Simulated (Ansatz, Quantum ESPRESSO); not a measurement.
**Equation of state of bcc Mo**

How stiff is bcc Mo under hydrostatic load? Each row scales the relaxed cell evenly and relaxes the atoms. The phase is followed to these pressures whether or not it stays the stable one.

Calculated with Quantum ESPRESSO 7.5, PBEsol, PseudoDojo 0.4.1 norm-conserving potentials, cutoff 1170 eV, Fermi–Dirac smearing 0.05 eV, k-mesh 19×19×19, no spin polarisation, no spin-orbit coupling.

Reference cell, relaxed at zero pressure with PBEsol (Im-3m): a = 2.7115 Å, b = 2.7115 Å, c = 2.7115 Å, α = 109.47°, β = 109.47°, γ = 109.47°.

```csv
atom,x,y,z
Mo,0.0000,0.0000,0.0000
```

```csv
V (Å³/atom),V/V0,P (GPa),E − E0 (meV/atom)
14.4263,0.9400,19.630,53.5
14.7332,0.9600,12.383,22.9
15.0401,0.9800,5.871,5.5
15.6540,1.0200,−5.277,5.1
15.9610,1.0400,−10.044,19.9
```

V0 = 15.3471 Å³ an atom, where the residual pressure P0 is +0.015 GPa. **Question.** Fit the Birch–Murnaghan law and give the pressure and the energy at V = 16.2679 Å³ an atom, a row left out above.

With the Eulerian strain f = ½[(V0/V)^(2/3) − 1] and F = (P − P0)/[3f(1 + 2f)^(5/2)], the third-order law is the line F = B0 + (3/2) B0 (B′ − 4) f.

| f | F (GPa) |
| --- | --- |
| 0.02106 | 280.10 |
| 0.01379 | 279.20 |
| 0.00678 | 278.33 |
| −0.00656 | 278.07 |
| −0.01290 | 277.39 |

A straight line through the 5 rows: the means are 0.004434 for f and 278.62 for F, Σ(Δx)² = 0.0007908 and ΣΔxΔy = 0.05672, so the slope is 0.05672/0.0007908 = 71.725 and the intercept 278.62 − (71.725)(0.004434) = 278.3.

Hence B0 = 278.3 GPa and B′ = 4 + (71.7)/(1.5 × 278.3) = 4.17. For the withheld volume f = −0.01905, F = 276.93 GPa and P = −14.35 GPa, an extrapolation past the fitted rows. The run itself gives −14.35 GPa, so the estimate misses by 0.00 GPa, a rounding's worth.

Integrating the same law gives E − E0 = (9/2) B0 V0 f²[1 + (B′ − 4) f] + P0(V0 − V), with 1 GPa Å³ = 6.2415 meV: 43.3 meV an atom. The run itself gives 43.3 meV, so the estimate misses by 0.0 meV, a rounding's worth.

The same fit over all rows at other levels or in other programs gives B0 = 273 GPa with r2SCAN (Ansatz), 279 GPa with PBEsol (Ansatz) and 280 GPa with PBEsol (Quantum ESPRESSO, GBRV).

[Logs are printed without paths, hosts, clocks, repeated set-up lines and the standing remarks that a program may print on its own settings, such as how far it seeks lower states.]
